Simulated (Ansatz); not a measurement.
# How fast states decay through Cs2LuTlF6, part 2 of 3

Aim: relax a made-up compound, Cs2LuTlF6, and see how good a tunnel barrier it would be. It is built by putting Lu for Y in the Cs2YTlF6 structure of space group Fm-3m, with the volume rescaled by atomic radii. The parent structure comes from the Materials Project.

Ansatz 0.2.0; r2SCAN DFT, plane waves, PAW files (the session's first sound run).

So far. Step 2 (Relaxing the new crystal): The largest force component on a free atom ends at 0.0096 eV/Å.

The structure was built from a prototype and need not be the compound's stable phase.

## (3) Band edges

The energy window and the wavevectors of the next steps follow from the band edges, so these are searched first, off the mesh as well.

Input file input.yaml:

```yaml
crystal:
  lattice:
    - [0.0, 4.7847602, 4.7847602]
    - [4.7847602, 0.0, 4.7847602]
    - [4.7847602, 4.7847602, 0.0]
  atoms:
    - { symbol: Cs, position: [0.75, 0.75, 0.75] }
    - { symbol: Cs, position: [0.25, 0.25, 0.25] }
    - { symbol: Lu, position: [0.0, 0.0, 0.0] }
    - { symbol: Tl, position: [0.5, 0.5, 0.5] }
    - { symbol: F, position: [0.7778821055, 0.2221178945, 0.2221178945] }
    - { symbol: F, position: [0.2221178945, 0.2221178945, 0.7778821055] }
    - { symbol: F, position: [0.2221178945, 0.7778821055, 0.7778821055] }
    - { symbol: F, position: [0.2221178945, 0.7778821055, 0.2221178945] }
    - { symbol: F, position: [0.7778821055, 0.2221178945, 0.7778821055] }
    - { symbol: F, position: [0.7778821055, 0.7778821055, 0.2221178945] }
kpoints:
  mp_grid: { grid: [4, 4, 4] }
  band_path: { path: [VBM, CBM], npoints: 30 }
scf:
  occupations: { method: fixed }
hamiltonian:
  xc: r2scan
output:
  eigenvalues: true
  write_potential: true
  write_density: true
  volumetric_format: npy
  elf: true
```

Run with:

```bash
$ ansatz run input.yaml --threads 2 --pin off --max-ram 4096MiB --backend cpu --events-out ev --progress --plain --runs-dir out
```

Numbers of over 12 decimals in the logs are rounded to 6 here.

The log of the run:

```text
[...]
Crystal: 10 atoms, lattice volume = 219.084 Å³
Basis set: ecut = 500 eV, 5601 PW (Γ), exchange–correlation on 200×200×200 points (64 copies of the dense FFT grid, shifted against one another)
Bands: 59, of which v1, the nominal top of the filled ones, is band 49 counted from 1 (48 counted from 0)
Symmetry: 48 space group operations
[...]
k-points: 8 of 64
[...]
SCF iter   1: F=—  HF=-42448.501123 eV  |F-HF|=—  |Δ(HF+E_count)|=         —  Δρ=7.88e-3  dr2=1.29e-1  dr2_τ=1.96e-1  ethr=1.77e-3  ⟨swp⟩=5.0  Hψ=1597  notcnv=0  defer=51
[...]
SCF iter   8: F=-42448.615853 eV  HF=-42448.615853 eV  |F-HF|=3.43e-8  |Δ(HF+E_count)|=   2.85e-7  Δρ=3.33e-6  dr2=2.97e-8  dr2_τ=2.10e-9  ethr=1.02e-10  ⟨swp⟩=14.4  Hψ=2389  notcnv=0
SCF 1 converged in 8 iterations: F = -42448.615853 eV  dr2 = 2.97e-8
[...]
NSCF: frozen V_eff on 16 k-points
[...]
SCF converged after 8 iterations
Free energy (F): -42448.615853 eV
[...]
Internal energy: -42448.615853 eV  (E = F + TS)
E sigma→0 (E₀):  -42448.615853 eV
Fermi energy:    4.168804 eV
[...]
--- Band table (eV; the first three rows and the last of 8) ---
  k-point 0: bands = [... 45 lower, 3.0908, 3.0908, 3.0908, 3.3430, 9.8588, 9.8588, 9.8588, 10.3051, ... 6 higher]
  k-point 1: bands = [... 45 lower, 2.8610, 3.1092, 3.1092, 3.8596, 9.5595, 9.9485, 9.9485, 11.0117, ... 6 higher]
  k-point 2: bands = [... 45 lower, 2.8645, 3.1285, 3.1285, 4.1688, 9.6777, 10.0449, 10.0449, 11.9091, ... 6 higher]
  k-point 7: bands = [... 45 lower, 2.9203, 3.0470, 3.0470, 3.8093, 10.1326, 10.1326, 10.4264, 11.5775, ... 6 higher]
```

Run time: 26 s. Hardware: 2 threads of Intel Xeon Platinum 8488C (Sapphire Rapids), shared host; peak memory 1.1 GiB; 50 s of CPU time.

This step gave:

```yaml
fermi_energy: 4.169 eV
gap_on_the_k_mesh: 5.221 eV
gap_on_path: 5.221 eV, by band count; negative where bands overlap
direct_gap_on_path: 5.509 eV
edge_places_on_path: 0, 0.4643 1/A along the path
```

Electronic bands along the path, in eV, zero at the Fermi level (highest filled level under fixed occupations); v1 is the highest filled band, c1 the lowest empty one:

| point | v4 | v3 | v2 | v1 | c1 | c2 | c3 | c4 |
| --- | --- | --- | --- | --- | --- | --- | --- | --- |
| VBM | -1.30 | -1.04 | -1.04 | 0.00 | 5.51 | 5.88 | 5.88 | 7.74 |
| halfway | -1.31 | -1.07 | -1.05 | -0.18 | 5.40 | 5.89 | 5.93 | 7.04 |
| CBM | -1.28 | -1.09 | -1.09 | -0.39 | 5.22 | 6.00 | 6.00 | 6.70 |

Valence density in the ac plane of the conventional cell at fractional y = 0.000, with atoms of Lu and Tl and F within 0.2 Å of it. It is the smooth field of the valence electrons, not physical close to the nuclei.

Values in e/Å³, 13 rows by 16 columns, each cell a mean:
```
13  2  1  5  2  0  1  3  4  1  0  1  5  2  1  9
 1  0  0  0  0  0  0  0  0  0  0  0  0  0  0  1
 7  1  0  0  0  0  0  1  1  0  0  0  0  0  0  5
 3  0  0  0  0  0  0  5  8  1  0  0  0  0  0  2
 0  0  0  0  0  0  0  1  1  0  0  0  0  0  0  0
 2  1  0  1  2  1  0  4  6  1  1  2  1  0  0  2
 6  2  0  2  9  3  1 17 25  3  1  9  4  0  1  5
 2  0  0  0  1  0  0  2  3  0  0  1  1  0  0  1
 0  0  0  0  0  0  0  2  3  0  0  0  0  0  0  0
 5  1  0  0  0  0  0  5  7  1  0  0  0  0  0  4
 5  1  0  0  0  0  0  0  1  0  0  0  0  0  0  4
 1  0  0  0  0  0  0  1  1  0  0  0  0  0  0  1
20  2  1  7  3  0  1  4  5  1  0  2  7  2  1 13
```
Columns run along a (9.6 Å), rows up along c (9.6 Å), edges of the conventional cell, whose origin can differ from the input's. Atoms in or near the plane, at fractional coordinates: Lu at (0.00, 0.00), Lu at (0.50, 0.50), Tl at (0.50, 0.00), Tl at (0.00, 0.50), F at (0.22, 0.00), F at (0.72, 0.50), F at (0.00, 0.22), F at (0.50, 0.72), F at (0.78, 0.00), F at (0.28, 0.50), F at (0.50, 0.28), F at (0.00, 0.78).

ELF in the ac plane of the conventional cell at fractional y = 0.000, with atoms of Lu and Tl and F within 0.2 Å of it. It is the smooth field of the valence electrons, not physical close to the nuclei.

Ten even steps from '_' (0.00) to '@' (0.86), each cell a mean:
```
@@@@++::##%%%%@@**..--==::__..--==..--%%%%%%%%++--%%@@
%%**::..**%%%%%%==__::====--====--..::**%%%%##--..++##
::::____::==++--..__..----------::____::==++--____..::
####==..________________........________________::**##
##@@##--____________..--++##**==::____________..**%%%%
##@@%%==____________--##@@%%@@%%++..__________::**@@%%
@@%%**::____________==%%@@**##@@**::__________..==##%%
==--..______________::##%%%%%%%%==..____________..::--
......______..::..____::==++==--..__..::::..____......
====--::__::++##**--__..--==--::__..++##**==....--====
::--==::..++%%@@@@##::==%%@@@@**::==%%@@@@##::..====::
__..==--..**@@####%%::**@@@@@@%%--++%%**%%%%--..==--__
__::==::..**@@%%%%##::++@@@@@@%%::++%%%%%%%%--..==--..
--====::..==%%%%%%**..::**%%##==..--##%%%%**....--====
------..__..==++==::____::::::..__..--++==::____::----
....________________..==######**::________________....
##++--..____________--##@@##%%%%++..____________::==**
%%@@##--____________==%%@@##%%@@**::__________..++%%@@
**@@%%==____________::**%%@@@@##==..__________::**@@##
%%%%**::______________..--==--::______________..++%%%%
++==::____..::..______............______::::..__..--++
==--..__--**##++::__::--========--....==**##++::__::--
@@%%==::##@@@@%%++..::==--::::====..::##@@@@%%==::**@@
@@@@**--%%####@@**..--==..____--==..--%%%%**%%++--@@@@
```
Columns run along a (9.6 Å), rows up along c (9.6 Å), edges of the conventional cell, whose origin can differ from the input's. Atoms in or near the plane, at fractional coordinates: Lu at (0.00, 0.00), Lu at (0.50, 0.50), Tl at (0.50, 0.00), Tl at (0.00, 0.50), F at (0.22, 0.00), F at (0.72, 0.50), F at (0.00, 0.22), F at (0.50, 0.72), F at (0.78, 0.00), F at (0.28, 0.50), F at (0.50, 0.28), F at (0.00, 0.78).

Electrostatic potential energy in the ac plane of the conventional cell at fractional y = 0.000, with atoms of Lu and Tl and F within 0.2 Å of it. With pseudopotentials it is smooth inside the atoms' cores, unlike the true potential.

Ten even steps from '0' (-41 eV) to '9' (11 eV), each cell a mean:
```
003862149983000169972148610
136897799986312589997789741
778999999998877899999999987
589999999999999999999999996
039999999999989999999999961
039999999999523899999999961
479999999998201699999999995
999999999999523899999999999
899999999999878999999999999
568999999998645789999999875
015899745885100378645999730
103898201572000057201699610
004899412673000168312799610
136899877986311479877999852
788999999998777899999999987
999999999999856999999999999
899999999999301699999999999
259999999999301699999999973
028999999999745999999999951
259999999999999999999999983
789999999999989999999999998
468999999998655789999999875
015885479985100379995468720
003751039983010169961027500
```
Columns run along a (9.6 Å; values clipped at the 3rd and 97th percentile), rows up along c (9.6 Å), edges of the conventional cell, whose origin can differ from the input's. Atoms in or near the plane, at fractional coordinates: Lu at (0.00, 0.00), Lu at (0.50, 0.50), Tl at (0.50, 0.00), Tl at (0.00, 0.50), F at (0.22, 0.00), F at (0.72, 0.50), F at (0.00, 0.22), F at (0.50, 0.72), F at (0.78, 0.00), F at (0.28, 0.50), F at (0.50, 0.28), F at (0.00, 0.78).

The searched edges give 5.22 eV, as on the mesh.

## (4) Decaying states in the gap

This step: r2SCAN DFT, plane waves, PAW files; complex bands by layer matching along the plane's normal (Ansatz 0.2.0).

The same crystal is laid in a cell whose first two vectors span the (111) plane (indices of the standard conventional cell, whose axes can be ordered otherwise than in the bulk input). At fixed energy and wavevector in the plane the solver finds all kz, real and complex. A few wavevectors are listed, (0, 0) and (-0.2448, -0.2448) in units of the plane's reciprocal vectors; the slowest state needn't be among them.

Input file input.yaml:

```yaml
crystal:
  lattice:
    - [6.766672768, 0.0, 0.0]
    - [3.383336384, 5.860110516, 0.0]
    - [3.383336384, 1.953370172, 5.524965179]
  atoms:
    - { symbol: Cs, position: [0.25, 0.25, 0.25] }
    - { symbol: Cs, position: [0.75, 0.75, 0.75] }
    - { symbol: Lu, position: [0.0, 0.0, 0.0] }
    - { symbol: Tl, position: [0.5, 0.5, 0.5] }
    - { symbol: F, position: [0.7778821055, 0.7778821055, 0.2221178945] }
    - { symbol: F, position: [0.7778821055, 0.2221178945, 0.2221178945] }
    - { symbol: F, position: [0.2221178945, 0.2221178945, 0.7778821055] }
    - { symbol: F, position: [0.2221178945, 0.7778821055, 0.2221178945] }
    - { symbol: F, position: [0.7778821055, 0.2221178945, 0.7778821055] }
    - { symbol: F, position: [0.2221178945, 0.7778821055, 0.7778821055] }
kpoints:
  mp_grid: { grid: [4, 4, 4] }
scf:
  occupations: { method: fixed }
hamiltonian:
  xc: r2scan
output:
  eigenvalues: true
  transmission:
    leads: [[0, 0]]
    kpoints: [[0.0, 0.0], [-0.2448, -0.2448]]
    e_range: [-1.0, 6.22]
    de: 0.18
```

The log of the run:

```text
[...]
Crystal: 10 atoms, lattice volume = 219.084 Å³
Basis set: ecut = 500 eV, 5601 PW (Γ), exchange–correlation on 200×200×200 points (64 copies of the dense FFT grid, shifted against one another)
Bands: 59, of which v1, the nominal top of the filled ones, is band 49 counted from 1 (48 counted from 0)
Symmetry: 48 space group operations
[...]
k-points: 8 of 64
[...]
SCF iter   1: F=—  HF=-42448.501132 eV  |F-HF|=—  |Δ(HF+E_count)|=         —  Δρ=7.87e-3  dr2=1.29e-1  dr2_τ=1.96e-1  ethr=1.77e-3  ⟨swp⟩=5.0  Hψ=1597  notcnv=0  defer=52
[...]
SCF iter   8: F=-42448.615853 eV  HF=-42448.615853 eV  |F-HF|=3.40e-8  |Δ(HF+E_count)|=   2.85e-7  Δρ=3.32e-6  dr2=2.95e-8  dr2_τ=2.10e-9  ethr=1.02e-10  ⟨swp⟩=14.5  Hψ=2394  notcnv=0
SCF 1 converged in 8 iterations: F = -42448.615853 eV  dr2 = 2.95e-8
[...]
transmission: 9 of 18 steps passed
transmission: 18 of 18 steps passed
SCF converged after 8 iterations
Free energy (F): -42448.615853 eV
[...]
Internal energy: -42448.615853 eV  (E = F + TS)
E sigma→0 (E₀):  -42448.615853 eV
Fermi energy:    4.168805 eV
[...]
--- Band table (eV; the first three rows and the last of 8) ---
  k-point 0: bands = [... 45 lower, 3.0908, 3.0908, 3.0908, 3.3430, 9.8588, 9.8588, 9.8588, 10.3051, ... 6 higher]
  k-point 1: bands = [... 45 lower, 2.8610, 3.1092, 3.1092, 3.8596, 9.5595, 9.9485, 9.9485, 11.0117, ... 6 higher]
  k-point 2: bands = [... 45 lower, 2.8645, 3.1285, 3.1285, 4.1688, 9.6777, 10.0449, 10.0449, 11.9091, ... 6 higher]
  k-point 7: bands = [... 45 lower, 2.9203, 3.0470, 3.0470, 3.8093, 10.1326, 10.1326, 10.4264, 11.5775, ... 6 higher]
--- Transmission ---
  basis      : 421 plane waves across, 9 finite elements along
  points     : 2, as listed
  energies   : 41 from -1.000000 to 6.200000 eV about the Fermi level, 0.180000 eV apart; the leads are filled to 2.610570 eV, and channels, transmission and decay are at 2.600000 eV
  crystal 0  : Cs2F6Lu1Tl1, at the sites [0, 0], period 5.5250 Å: whole cells are its period
    offset         : up to 0.0000 Å between an atom of the period and one for which it stands
    channels       : 0.000000e0 a spin
    conductance    : none, the energies end too early or step too widely for 300 K: set another output.transmission.e_range or a lower de, or, where they end at an eighth of basis.ecutwfc, a higher one
    slowest decay  : 0.5109 /Å at (-0.2448, -0.2448)
```

Elapsed: 1.7 min, on 2 threads; peak memory 2.6 GiB.

Numbers from this step:

```yaml
level_to_which_the_leads_are_filled: 2.611 eV from the Fermi level
decay_constant_at_the_filling_level_zone_centre: 0.5976 Å⁻¹
decay_constant_at_the_filling_level_slowest_listed_point: 0.5109 Å⁻¹
```

K parallel (0, 0); values up to 1.5 1/Å, a degenerate pair printed once or twice; energies at which all values exceed this have no row. The Im kz of the slowest decaying states by energy, zero at the highest filled level on the SCF mesh:

```
energy (eV)  decay 1 (Å⁻¹)  decay 2 (Å⁻¹)  decay 3 (Å⁻¹)  decay 4 (Å⁻¹)
      -1.00         0.0597          0.317          0.613          0.697
      -0.64          0.625          0.635          0.710          0.735
      -0.46          0.644          0.673          0.716          0.746
      -0.10          0.659          0.725          0.735          0.761
       0.08          0.138          0.665          0.729          0.757
       0.44          0.310          0.674          0.733          0.771
       0.80          0.406          0.679          0.734          0.772
       0.98          0.445          0.680          0.734           0.77
       1.34          0.515          0.678          0.731          0.764
       1.52          0.549          0.674          0.729          0.759
       1.88          0.618          0.660          0.724          0.746
       2.24          0.634          0.697          0.722          0.863
       2.42          0.617          0.715          0.739          0.864
       2.78          0.578          0.698          0.814          0.865
       2.96          0.558          0.688          0.840          0.864
       3.32          0.518          0.666          0.860          0.861
       3.68          0.477          0.639          0.845          0.855
       3.86          0.455          0.623          0.829          0.851
       4.22          0.408          0.588          0.790          0.842
       4.40          0.381          0.568          0.769          0.836
       4.76          0.317          0.519          0.724          0.823
       5.12          0.223          0.454          0.676          0.765
       5.30          0.137          0.410          0.652          0.731
       5.66          0.150          0.172          0.319          0.601
       5.84         0.0633          0.222          0.295          0.575
       6.20          0.189          0.265          0.387          0.518
```

K parallel (-0.2448, -0.2448); values up to 1.5 1/Å, a degenerate pair printed once or twice; energies at which all values exceed this have no row. The Im kz of the slowest decaying states by energy, zero at the highest filled level on the SCF mesh:

```
energy (eV)  decay 1 (Å⁻¹)  decay 2 (Å⁻¹)  decay 3 (Å⁻¹)  decay 4 (Å⁻¹)
      -1.00          0.197          0.249          0.285          0.634
      -0.46          0.198          0.354          0.652          0.676
       0.08          0.306          0.491          0.701          0.733
       0.62          0.467          0.534          0.720          0.751
       0.98          0.522          0.545          0.732          0.758
       1.52          0.546          0.562          0.755          0.758
       2.06          0.534          0.552          0.732          0.750
       2.60          0.511          0.526          0.702          0.737
       3.14          0.477          0.491          0.665          0.709
       3.68          0.431          0.446          0.618          0.674
       4.22          0.367          0.388          0.558          0.631
       4.58          0.308          0.336          0.508          0.595
       5.12          0.136          0.214          0.403          0.522
       5.66         0.0932          0.188          0.406          0.511
       6.20          0.140          0.155          0.193          0.254
```

At the listed wavevectors the last open channel is at -0.10 eV and the next at +5.30 eV on the grid. At +2.60 eV, the grid energy nearest the filling level (the middle of the gap on the SCF mesh), the slowest state at the listed wavevectors decays with κ = 0.511 Å⁻¹, its amplitude falling by e over 2.0 Å. Through 1 nm of this crystal that state's transmission falls by exp(−2 × 0.511 Å⁻¹ × 10 Å) = 3.7e-5.

## (5) Decay over the two-dimensional zone

The listed points could miss the slowest state, so one energy near mid-gap is solved on a mesh of 6×6.

input.yaml, as its differences from that of step 4:

```diff
@@ -24,6 +24,2 @@
   eigenvalues: true
-  transmission:
-    leads: [[0, 0]]
-    kpoints: [[0.0, 0.0], [-0.2448, -0.2448]]
-    e_range: [-1.0, 6.22]
-    de: 0.18
+  transmission: { leads: [[0, 0]], kmesh: [6, 6], e_range: [2.61, 2.62], de: 0.05 }
```

The log of the run:

```text
[...]
Crystal: 10 atoms, lattice volume = 219.084 Å³
Basis set: ecut = 500 eV, 5601 PW (Γ), exchange–correlation on 200×200×200 points (64 copies of the dense FFT grid, shifted against one another)
Bands: 59, of which v1, the nominal top of the filled ones, is band 49 counted from 1 (48 counted from 0)
Symmetry: 48 space group operations
[...]
k-points: 8 of 64
[...]
SCF iter   1: F=—  HF=-42448.501132 eV  |F-HF|=—  |Δ(HF+E_count)|=         —  Δρ=7.87e-3  dr2=1.29e-1  dr2_τ=1.96e-1  ethr=1.77e-3  ⟨swp⟩=5.0  Hψ=1597  notcnv=0  defer=52
[...]
SCF iter   8: F=-42448.615853 eV  HF=-42448.615853 eV  |F-HF|=3.40e-8  |Δ(HF+E_count)|=   2.85e-7  Δρ=3.32e-6  dr2=2.95e-8  dr2_τ=2.10e-9  ethr=1.02e-10  ⟨swp⟩=14.5  Hψ=2394  notcnv=0
SCF 1 converged in 8 iterations: F = -42448.615853 eV  dr2 = 2.95e-8
[...]
transmission: 27 of 63 steps passed
transmission: 54 of 63 steps passed
transmission: 63 of 63 steps passed
SCF converged after 8 iterations
Free energy (F): -42448.615853 eV
[...]
Internal energy: -42448.615853 eV  (E = F + TS)
E sigma→0 (E₀):  -42448.615853 eV
Fermi energy:    4.168805 eV
[...]
--- Band table (eV; the first three rows and the last of 8) ---
  k-point 0: bands = [... 45 lower, 3.0908, 3.0908, 3.0908, 3.3430, 9.8588, 9.8588, 9.8588, 10.3051, ... 6 higher]
  k-point 1: bands = [... 45 lower, 2.8610, 3.1092, 3.1092, 3.8596, 9.5595, 9.9485, 9.9485, 11.0117, ... 6 higher]
  k-point 2: bands = [... 45 lower, 2.8645, 3.1285, 3.1285, 4.1688, 9.6777, 10.0449, 10.0449, 11.9091, ... 6 higher]
  k-point 7: bands = [... 45 lower, 2.9203, 3.0470, 3.0470, 3.8093, 10.1326, 10.1326, 10.4264, 11.5775, ... 6 higher]
--- Transmission ---
  basis      : 421 plane waves across, 9 finite elements along
  points     : 7, standing for a mesh of 6 x 6
  energies   : 1 from 2.610000 to 2.610000 eV about the Fermi level; the leads are filled to 2.610570 eV, and channels, transmission and decay are at 2.610000 eV
[...]
channels       : 0.000000e0 a spin
    conductance    : none, crystal 0 has no channel at the energies, or these end too early or step too widely for 300 K: set another output.transmission.e_range or a lower de, or, where they end at an eighth of basis.ecutwfc, a higher one
    slowest decay  : 0.4989 /Å at (0.5000, 0.0000)
```

Elapsed: 43 s, on 2 threads; peak memory 2.4 GiB; 82 s of CPU time.

Numbers from this step:

```
least decay constant on the mesh : 0.4989 Å⁻¹
```

Slowest decay constant (1/Å; 0 where a channel is open) over k1 and k2. At 2.6100 eV from the Fermi level.

Ten even steps from '0' (0.499) to '9' (0.650):
```
292010
221111
001610
211112
201029
022022
```
Columns: k1 (b1) from -0.5 to 0.333; rows upwards: k2 (b2) from -0.5 to 0.333.

The least value on the mesh is 0.499 Å⁻¹ at +2.61 eV. At that energy the listed points give about 0.510 Å⁻¹ by interpolation, so the mesh holds no clearly slower state.

[end of part 2 of 3]

[Logs are printed without paths, hosts, clocks, repeated set-up lines and the standing remarks that a program may print on its own settings, such as how far it seeks lower states.]

[Hosts, paths, dates, database ids (printed as entryN), source tags and the programs' standing remarks are cut or masked in the printed files.]
